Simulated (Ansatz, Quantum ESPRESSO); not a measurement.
## Lattice dynamics of RbCaH3 (Pm-3m) in two programs

Aim: the phonon dispersion of RbCaH3 (Pm-3m), checked by a second program.

Calculated with Quantum ESPRESSO 7.5; DFT LDA, scalar-relativistic, plane waves, GBRV ultrasoft pseudopotentials.

This is a report of a sequence of runs, with most program output left out.

### 1. The starting structure

The structure is cubic, space group Pm-3m (No. 221). Conventional cell: a = 4.547 Å, b = 4.547 Å, c = 4.547 Å, α = 90.00°, β = 90.00°, γ = 90.00°. Rb has 12 H at 3.22 Å nearest. Nearest to Ca lie 6 H at 2.27 Å. Nearest to H lie 2 Ca at 2.27 Å and 8 H at 3.22 Å and 4 Rb at 3.22 Å. Farther neighbours are not listed.

### 2. A probe with smearing

Before anything dear is run, a loose run with smearing shows whether this is a metal and how far the cell is from rest.

Input file probe.in:

```
 &control
    calculation='scf',
    prefix='x',
    outdir='./tmp',
    pseudo_dir='./pseudo',
    tprnfor=.true.,
    tstress=.true.,
    verbosity='high',
 /
 &system
    ibrav=1,
    celldm(1)=8.59258469,
    nat=5,
    ntyp=3,
    ecutwfc=40.0,
    ecutrho=240.0,
    occupations='smearing',
    smearing='gaussian',
    degauss=0.01,
 /
 &electrons
    conv_thr=1.0d-07,
    mixing_beta=0.7,
    electron_maxstep=100,
 /
ATOMIC_SPECIES
 Rb     85.4678  Rb.upf
 Ca     40.0780  Ca.upf
 H       1.0080  H.upf
ATOMIC_POSITIONS crystal
 Rb     0.000000000   0.000000000   0.000000000
 Ca     0.500000000   0.500000000   0.500000000
 H      0.000000000   0.500000000   0.500000000
 H      0.500000000   0.000000000   0.500000000
 H      0.500000000   0.500000000   0.000000000
K_POINTS automatic
 4 4 4 0 0 0
```

Started as:

```bash
OMP_NUM_THREADS=1 mpirun -n 4 pw.x -nk 4 -in probe.in > probe.out
```

Wall time 3 s (4 MPI ranks of Arm Neoverse V2, shared host).

Read from the output:

```
volume per atom   : 18.80 Å³
pressure          : -2.434 GPa
gap on the k-mesh : 2.932 eV
```

A gap of 2.9 eV opens on this mesh, so the crystal is taken as an insulator; the start stands at -2.4 GPa.

### 3. Relaxing the cell and atoms

The harmonic expansion starts where the forces on the atoms vanish, and stress shifts the frequencies, so cell and atoms are relaxed with tight thresholds.

Input file relax.in:

```
 &control
    calculation='vc-relax',
    prefix='x',
    outdir='./tmp',
    pseudo_dir='./pseudo',
    tprnfor=.true.,
    tstress=.true.,
    forc_conv_thr=2.0d-05,
    etot_conv_thr=1.0d-07,
    nstep=40,
 /
 &system
    ibrav=1,
    celldm(1)=8.59258469,
    nat=5,
    ntyp=3,
    ecutwfc=40.0,
    ecutrho=240.0,
    occupations='fixed',
    nbnd=13,
 /
 &electrons
    conv_thr=1.0d-11,
    mixing_beta=0.7,
    electron_maxstep=100,
 /
 &ions
 /
 &cell
    press_conv_thr=0.1,
 /
ATOMIC_SPECIES
 Rb     85.4678  Rb.upf
 Ca     40.0780  Ca.upf
 H       1.0080  H.upf
ATOMIC_POSITIONS crystal
 Rb     0.000000000   0.000000000   0.000000000
 Ca     0.500000000   0.500000000   0.500000000
 H      0.000000000   0.500000000   0.500000000
 H      0.500000000   0.000000000   0.500000000
 H      0.500000000   0.500000000   0.000000000
K_POINTS automatic
 4 4 4 0 0 0
```

Started as:

```bash
OMP_NUM_THREADS=1 mpirun -n 4 pw.x -nk 4 -in relax.in > relax.out
```

It took 18 s on 4 MPI ranks; 70 s of CPU time.

Relaxation path:

| step | energy less that of the first step (eV) | largest force (eV/Å) | pressure (GPa) | volume (Å³) |
| --- | --- | --- | --- | --- |
| 1 | 0.0000 | 0.0000 | -2.42 | 94.01 |
| 2 | -0.0166 | 0.0000 | -2.17 | 92.85 |
| 3 | -0.0377 | 0.0000 | -1.78 | 91.14 |
| 4 | -0.0605 | 0.0000 | -1.11 | 88.61 |
| 5 | -0.0732 | 0.0000 | 0.04 | 84.89 |
| 6 | -0.0732 | 0.0000 | 0.00 | 85.01 |
| 7 | -0.0732 | 0.0000 | 0.00 | 85.01 |
| 8 | -0.0729 | 0.0000 | 0.00 | 85.01 |

| conventional cell, symmetrised | before | after | change |
| --- | --- | --- | --- |
| a (Å) | 4.547 | 4.397 | -3.3 % |
| b (Å) | 4.547 | 4.397 | -3.3 % |
| c (Å) | 4.547 | 4.397 | -3.3 % |
| volume (Å³/atom) | 18.80 | 17.00 | -9.6 % |

The relaxed structure:

```xyz
5
Lattice="4.3969 0.0000 0.0000 0.0000 4.3969 0.0000 0.0000 0.0000 4.3969" Properties=species:S:1:pos:R:3 pbc="T T T"
Rb    0.0000    0.0000    0.0000
Ca    2.1985    2.1985    2.1985
H     0.0000    2.1985    2.1985
H     2.1985    0.0000    2.1985
H     2.1985    2.1985    0.0000
```

The last row of the table of steps is pw.x's closing run on a basis chosen anew for the final cell, so its energy can jump.

This step gave:

| Quantity | Value |
| --- | --- |
| volume per atom | 17.00 Å³ |
| pressure | 0.004 GPa |
| gap on the k-mesh | 2.828 eV |

The volume changes by -9.6 % from the cell with which this run began.

### 4. Ground state

Perturbation theory inherits every error of the wavefunctions, so the threshold is set near the limit of the arithmetic. With a gap, occupations are fixed, which also allows the response to an electric field.

Input file scf.in:

```
 &control
    calculation='scf',
    prefix='x',
    outdir='./tmp',
    pseudo_dir='./pseudo',
    tprnfor=.true.,
    tstress=.true.,
 /
 &system
    ibrav=1,
    celldm(1)=8.30896999,
    nat=5,
    ntyp=3,
    ecutwfc=40.0,
    ecutrho=240.0,
    occupations='fixed',
    nbnd=13,
 /
 &electrons
    conv_thr=1.0d-12,
    mixing_beta=0.7,
    electron_maxstep=100,
 /
ATOMIC_SPECIES
 Rb     85.4678  Rb.upf
 Ca     40.0780  Ca.upf
 H       1.0080  H.upf
ATOMIC_POSITIONS crystal
 Rb     0.000000000   0.000000000   0.000000000
 Ca     0.500000000   0.500000000   0.500000000
 H      0.000000000   0.500000000   0.500000000
 H      0.500000000   0.000000000   0.500000000
 H      0.500000000   0.500000000   0.000000000
K_POINTS automatic
 4 4 4 0 0 0
```

Started as:

```bash
OMP_NUM_THREADS=1 mpirun -n 4 pw.x -nk 4 -in scf.in > scf.out
```

The job ended after 3.4 s (4 MPI ranks).

The cell stands at 0.004 GPa, close enough for phonons.

### 5. Linear response on the mesh

Linear response treats each wavevector in the unit cell, with no supercell; the 2×2×2 mesh fixes the range of the force constants to be had.

Input file ph.in:

```
phonons
 &inputph
    prefix='x',
    outdir='./tmp',
    fildyn='x.dyn',
    tr2_ph=1.0d-18,
    epsil=.true.,
    ldisp=.true.,
    nq1=2,
    nq2=2,
    nq3=2,
 /
```

Started as:

```bash
OMP_NUM_THREADS=1 mpirun -n 4 ph.x -nk 4 -in ph.in > ph.out
```

Elapsed: 6.5 min, on 4 MPI ranks.

Numbers from this step:

- miss of the charge sum rule: 0.008590 e
- largest acoustic frequency at the zone centre before the sum rule: -7.63 cm⁻¹
- highest optical zone-centre mode (no LO-TO term): 1210 cm⁻¹
- lowest optical zone-centre mode: 107.9 cm⁻¹
- mean high-frequency dielectric constant: 3.478
- largest Born charge in size (third of the trace): 1.740 e
- lowest mode on the q mesh (acoustic ones at the zone centre apart): 59.61 cm⁻¹

Frequencies (cm⁻¹) at each irreducible wavevector; negative means imaginary. Frequencies by wavevector:

| q (fractions) | star | mode 1 | mode 2 | mode 3 | mode 4 | mode 13 | mode 14 | mode 15 |
| --- | --- | --- | --- | --- | --- | --- | --- | --- |
| 0 0 0 | 1 | -7.63 | -7.63 | -7.63 | 107.9 | 1210 | 1210 | 1210 |
| 0 0 -0.5 | 3 | 61.49 | 61.49 | 86.59 | 106.5 | 1209 | 1209 | 1316 |
| 0 -0.5 -0.5 | 3 | 59.61 | 63.95 | 63.95 | 125.5 | 1208 | 1225 | 1350 |
| -0.5 -0.5 -0.5 | 1 | 68.27 | 68.27 | 68.27 | 144.3 | 1225 | 1225 | 1368 |

Optical modes; normalised displacements of the dynamical-matrix file. Modes at Γ, with each element's share of the kinetic energy:

| mode | frequency (cm⁻¹) | symmetry | Rb % | Ca % | H % |
| --- | --- | --- | --- | --- | --- |
| 1 | 107.9 | T1u | 34 | 61 | 5 |
| 2 | 107.9 | T1u | 34 | 61 | 5 |
| 3 | 107.9 | T1u | 34 | 61 | 5 |
| 4 | 346.5 | T2u | 0 | 0 | 100 |
| 5 | 346.5 | T2u | 0 | 0 | 100 |
| 6 | 346.5 | T2u | 0 | 0 | 100 |
| 7 | 403.5 | T1u | 0 | 5 | 95 |
| 8 | 403.5 | T1u | 0 | 5 | 95 |
| 9 | 403.5 | T1u | 0 | 5 | 95 |
| 10 | 1209.5 | T1u | 0 | 2 | 98 |
| 11 | 1209.5 | T1u | 0 | 2 | 98 |
| 12 | 1209.5 | T1u | 0 | 2 | 98 |

Displacements in mode 3 (107.9 cm⁻¹), the largest set to 1:
```
Rb1  0.00  0.00 -0.48
Ca2  0.00  0.00  0.95
H3   0.00  0.00  1.00
H4   0.00  0.00  1.00
H5   0.00  0.00  0.89
```

Displacements in mode 9 (403.5 cm⁻¹), the largest set to 1:
```
Rb1  0.00  0.00  0.00
Ca2  0.00  0.00 -0.05
H3   0.00  0.00  1.00
H4   0.02  0.00  1.00
H5   0.02  0.00  0.05
```

Born charge (rows field, columns displacement), before the sum rule (e), principal values of the symmetric part by kind of site:

| atom | atoms with these values | low | middle | high | mean |
| --- | --- | --- | --- | --- | --- |
| Rb1 | 1 | 1.09 | 1.09 | 1.09 | 1.09 |
| Ca2 | 1 | 1.74 | 1.74 | 1.74 | 1.74 |
| H3 | 3 | -1.07 | -0.88 | -0.88 | -0.95 |

In full for H3:

```
-1.07  0.00  0.00
 0.00 -0.88  0.00
 0.00  0.00 -0.88
```

High-frequency dielectric tensor:

```
3.48 0.00 0.00
0.00 3.48 0.00
0.00 0.00 3.48
```

The acoustic modes at Γ come out as far as 7.6 cm⁻¹ from zero, where they should vanish, a small numerical error; the Born charges miss their sum rule by 0.0086 e, which is good.

### 6. Fourier transform to real space

The dynamical matrices of the mesh are Fourier-transformed to force constants in real space, after the long-range dipole part is taken out.

Input file q2r.in:

```
 &input
    fildyn='x.dyn',
    zasr='simple',
    flfrc='x.fc',
 /
```

Started as:

```bash
q2r.x < q2r.in > q2r.out
```

The job ended after 0.46 s (1 thread).

### 7. Interpolated phonon bands

From the force constants any wavevector is cheap; points of the mesh come back as solved, but for the sum rule and, in polar crystals, the LO-TO term at Γ; the rest is interpolation.

Input file matdyn.in:

```
 &input
    asr='simple',
    flfrc='x.fc',
    flfrq='x.freq',
    flvec='x.modes',
    q_in_band_form=.true.,
    q_in_cryst_coord=.true.,
 /
8
  0.0000000   0.0000000   0.0000000  12  ! GAMMA
  0.0000000   0.5000000   0.0000000  12  ! X
  0.5000000   0.5000000   0.0000000  12  ! M
  0.0000000   0.0000000   0.0000000  12  ! GAMMA
  0.5000000   0.5000000   0.5000000  12  ! R
  0.0000000   0.5000000   0.0000000   1  ! X
  0.5000000   0.5000000   0.5000000  12  ! R
  0.5000000   0.5000000   0.0000000   1  ! M
```

Started as:

```bash
matdyn.x -in matdyn.in > matdyn.out
```

Run time: 0.58 s. Hardware: 1 thread.

Read from the output:

```yaml
lowest_frequency_on_the_path: 0 cm⁻¹
```

Matdyn.x, sum rule simple. Phonon branches along the path, in cm⁻¹:

| point | branch 1 | branch 2 | branch 3 | branch 4 | branch 12 | branch 13 | branch 14 | branch 15 |
| --- | --- | --- | --- | --- | --- | --- | --- | --- |
| Γ | 0 | 0 | 0 | 108 | 641 | 1210 | 1210 | 1293 |
| halfway | 45 | 45 | 70 | 108 | 655 | 1209 | 1209 | 1305 |
| X | 62 | 62 | 87 | 107 | 669 | 1209 | 1209 | 1316 |
| halfway | 61 | 63 | 73 | 118 | 668 | 1208 | 1219 | 1331 |
| M | 60 | 64 | 64 | 126 | 674 | 1208 | 1226 | 1350 |
| halfway | 55 | 58 | 72 | 114 | 661 | 1209 | 1217 | 1316 |
| Γ | 0 | 0 | 0 | 108 | 641 | 1210 | 1210 | 1293 |
| halfway | 62 | 62 | 68 | 163 | 651 | 1218 | 1218 | 1326 |
| R | 68 | 68 | 68 | 144 | 602 | 1226 | 1226 | 1368 |
| halfway | 62 | 66 | 69 | 169 | 647 | 1218 | 1220 | 1342 |
| X | 62 | 62 | 87 | 107 | 669 | 1209 | 1209 | 1316 |
| jump to R | 68 | 68 | 68 | 144 | 602 | 1226 | 1226 | 1368 |
| halfway | 64 | 67 | 67 | 171 | 638 | 1219 | 1226 | 1357 |
| M | 60 | 64 | 64 | 126 | 674 | 1208 | 1226 | 1350 |

All branches are real along the path.

### 8. Sums over the zone

Sums over the zone need many more wavevectors than were solved, so the interpolation is sampled on a dense mesh.

Input file matdyn.in:

```
 &input
    asr='simple',
    flfrc='x.fc',
    dos=.true.,
    fldos='x.dos',
    nk1=10,
    nk2=10,
    nk3=10,
    deltaE=1.0,
 /
```

Started as:

```bash
matdyn.x -in matdyn.in > matdyn.out
```

Elapsed: 15 s, on 1 thread.

This step gave:

```
share of modes beyond 3i cm⁻¹ on the dense interpolated mesh : 0
zero-point energy per atom                                   : 88.47 meV
heat capacity at 300 K                                       : 17.00 J/(mol atoms K)
vibrational entropy at 300 K                                 : 22.12 J/(mol atoms K)
```

The phonon density of states has structure finer than the step of the table below, so its rows give means over 50 cm⁻¹, whole bins alone (the curve runs from 0 to 1368 cm⁻¹). Peaks (cm⁻¹: height): total 63.0: 0.183, 189.0: 0.0520, 657.0: 0.0408, 1215.0: 0.116; Ca 117.0: 0.0293, 189.0: 0.0415; H 387.0: 0.0244, 657.0: 0.0401, 1215.0: 0.114, 1323.0: 0.0216; Rb 63.0: 0.180.

Tetrahedra. Table of phonon density of states by wavenumber; means over each step; values in 1/cm⁻¹/cell:

| wavenumber (cm⁻¹) | total | Ca | H | Rb |
| --- | --- | --- | --- | --- |
| 50 | 0.0526 | 0.00189 | 1.3e-4 | 0.0506 |
| 100 | 0.0166 | 0.00911 | 4.7e-4 | 0.00703 |
| 150 | 0.0254 | 0.0225 | 0.00198 | 8.6e-4 |
| 200 | 0.0275 | 0.0217 | 0.00548 | 2.9e-4 |
| 250 | 0.00799 | 0.00173 | 0.00625 | 1.3e-5 |
| 300 | 0.0103 | 6.3e-4 | 0.00966 | 1.0e-5 |
| 350 | 0.0173 | 5.0e-4 | 0.0168 | 1.0e-5 |
| 400 | 0.0227 | 5.5e-4 | 0.0221 | 1.7e-5 |
| 450 | 0.0155 | 3.1e-4 | 0.0152 | 2.0e-5 |
| 500 | 0.0127 | 1.7e-4 | 0.0125 | 2.3e-5 |
| 550 | 0.00818 | 5.1e-5 | 0.00812 | 1.4e-5 |
| 600 | 0.00290 | 6.2e-6 | 0.00289 | 5.1e-6 |
| 650 | 0.0191 | 2.9e-4 | 0.0188 | 1.9e-5 |
| 700 | 8.5e-5 | 0 | 8.5e-5 | 0 |
| 750 | 0 | 0 | 0 | 0 |
| 800 | 0 | 0 | 0 | 0 |
| 850 | 0 | 0 | 0 | 0 |
| 900 | 0 | 0 | 0 | 0 |
| 950 | 0 | 0 | 0 | 0 |
| 1000 | 0 | 0 | 0 | 0 |
| 1050 | 0 | 0 | 0 | 0 |
| 1100 | 0 | 0 | 0 | 0 |
| 1150 | 0 | 0 | 0 | 0 |
| 1200 | 0.0360 | 4.3e-4 | 0.0356 | 0 |
| 1250 | 0.00487 | 1.5e-5 | 0.00485 | 0 |
| 1300 | 0.00802 | 7.4e-5 | 0.00795 | 0 |

Harmonic thermodynamic functions per atom, summed over the density of states scaled to three modes an atom; melting is ignored. Thermodynamic functions:

| T (K) | F_vib (meV/atom) | S (J/mol-atom/K) | C_V (J/mol-atom/K) |
| --- | --- | --- | --- |
| 0 | 88.47 | 0 | 0 |
| 50 | 87.95 | 3.032 | 4.993 |
| 100 | 85.12 | 7.831 | 9.031 |
| 200 | 72.7 | 15.81 | 14.09 |
| 300 | 52.92 | 22.12 | 17 |
| 400 | 27.23 | 27.29 | 18.96 |
| 500 | -3.39 | 31.68 | 20.36 |
| 600 | -38.25 | 35.49 | 21.38 |
| 700 | -76.8 | 38.85 | 22.12 |
| 800 | -118.6 | 41.84 | 22.67 |
| 900 | -163.4 | 44.53 | 23.07 |
| 1000 | -210.9 | 46.98 | 23.39 |

At 300 K the heat capacity has reached 68 % of the Dulong-Petit value.

### 9. Modes with the sum rule

A rigid shift of the crystal must cost nothing, but grids and finite bases break this; the acoustic sum rule is imposed before the matrix is diagonalised again. With Born charges the intensities follow, and the static dielectric tensor.

Input file dynmat.in:

```
 &input
    fildyn='x.dyn1',
    asr='simple',
    lperm=.true.,
 /
```

Started as:

```bash
dynmat.x -in dynmat.in > dynmat.out
```

Run time: 0.45 s. Hardware: 1 thread.

This step gave:

- lowest optical zone-centre mode: 108.2 cm⁻¹
- mean static dielectric constant: 12.04

Zone-centre frequencies as printed; negative means imaginary. Modes:

| mode | frequency (cm⁻¹) |
| --- | --- |
| 1 | 0 |
| 2 | 0 |
| 3 | 0 |
| 4 | 108.2 |
| 5 | 108.2 |
| 6 | 108.2 |
| 7 | 346.6 |
| 8 | 346.6 |
| 9 | 346.6 |
| 10 | 403.5 |
| 11 | 403.5 |
| 12 | 403.5 |
| 13 | 1210 |
| 14 | 1210 |
| 15 | 1210 |

Degenerate modes summed, no LO-TO term. Lines of the infrared spectrum (strongest = 100):

| position (cm⁻¹) | lines merged | label | IR intensity, relative |
| --- | --- | --- | --- |
| 108 | 3 | T1u | 2.5 |
| 347 | 3 | T2u | 0.0 |
| 404 | 3 | T1u | 100 |
| 1210 | 3 | T1u | 60 |

Static dielectric tensor (ions relaxed, fixed cell):

```
12.04  0.00  0.00
 0.00 12.04  0.00
 0.00  0.00 12.04
```

The rule also moves an optical mode by 0.3 cm⁻¹.

### 10. Sum rules set otherwise: a sum rule for molecules or wires on a crystal

This rule also removes rotations, which suits molecules and not a crystal; it is tried to see the harm.

Input file dynmat.in:

```
 &input
    fildyn='x.dyn1',
    asr='zero-dim',
    lperm=.true.,
 /
```

Started as:

```bash
dynmat.x -in dynmat.in > dynmat.out
```

Run time: 0.45 s. Hardware: 1 thread.

The run ended normally, but on settings that are not sound.

The fault: a sum rule for molecules or wires on a crystal; 3 optical modes are projected out to zero frequency, as if they were rotations.

For a crystal the rule has to be 'simple' or 'crystal'.

Zone-centre frequencies as printed; negative means imaginary. Modes:

| mode | frequency (cm⁻¹) |
| --- | --- |
| 1 | 0 |
| 2 | 0 |
| 3 | 0 |
| 4 | 0 |
| 5 | 0 |
| 6 | 0 |
| 7 | 107.9 |
| 8 | 344.9 |
| 9 | 344.9 |
| 10 | 402.7 |
| 11 | 433.3 |
| 12 | 433.3 |
| 13 | 1198 |
| 14 | 1198 |
| 15 | 1209 |

### 11. Sum rules set otherwise (asr crystal)

The rule can be imposed in more than one way; the choices should agree where the raw error is small.

Input file dynmat.in:

```
 &input
    fildyn='x.dyn1',
    asr='crystal',
    lperm=.true.,
 /
```

Started as:

```bash
dynmat.x -in dynmat.in > dynmat.out
```

Run time: 0.45 s. Hardware: 1 thread.

Read from the output:

- highest optical zone-centre mode (no LO-TO term): 1209 cm⁻¹
- lowest optical zone-centre mode: 107.9 cm⁻¹
- mean static dielectric constant: 12.10

Zone-centre frequencies as printed; negative means imaginary. Modes:

| mode | frequency (cm⁻¹) |
| --- | --- |
| 1 | 0 |
| 2 | 0 |
| 3 | 0 |
| 4 | 107.9 |
| 5 | 107.9 |
| 6 | 107.9 |
| 7 | 346.5 |
| 8 | 346.5 |
| 9 | 346.5 |
| 10 | 402.7 |
| 11 | 402.7 |
| 12 | 402.7 |
| 13 | 1209 |
| 14 | 1209 |
| 15 | 1209 |

Against the first rule no mode moves by more than 0.9 cm⁻¹.

### 12. The LO-TO splitting (1 0 0)

A longitudinal polar mode sets up a macroscopic field that stiffens it; the term hangs on the direction from which q goes to zero.

Input file dynmat.in:

```
 &input
    fildyn='x.dyn1',
    asr='simple',
    q(1)=1.0,
    q(2)=0.0,
    q(3)=0.0,
 /
```

Started as:

```bash
dynmat.x -in dynmat.in > dynmat.out
```

It took 0.45 s on 1 thread.

Read from the output:

```yaml
highest_mode_moved_by_the_lo_to_term: 1293 cm⁻¹
```

Zone-centre frequencies as printed; negative means imaginary. Modes:

| mode | frequency (cm⁻¹) |
| --- | --- |
| 1 | 0 |
| 2 | 0 |
| 3 | 0 |
| 4 | 108.2 |
| 5 | 108.2 |
| 6 | 118.6 |
| 7 | 346.6 |
| 8 | 346.6 |
| 9 | 346.6 |
| 10 | 403.5 |
| 11 | 403.5 |
| 12 | 640.9 |
| 13 | 1210 |
| 14 | 1210 |
| 15 | 1293 |

The field moves 3 modes; the highest of them now lies at 1293 cm⁻¹, where the highest that moved away lay at 1210.

(Continued in part 2 of 2.)

[Host names and launcher messages were left out of these logs when they were recorded.]

[Logs are printed without paths, hosts, clocks, repeated set-up lines and the standing remarks that a program may print on its own settings, such as how far it seeks lower states.]

[Hosts, paths, dates, database ids (printed as entryN), source tags and the programs' standing remarks are cut or masked in the printed files.]
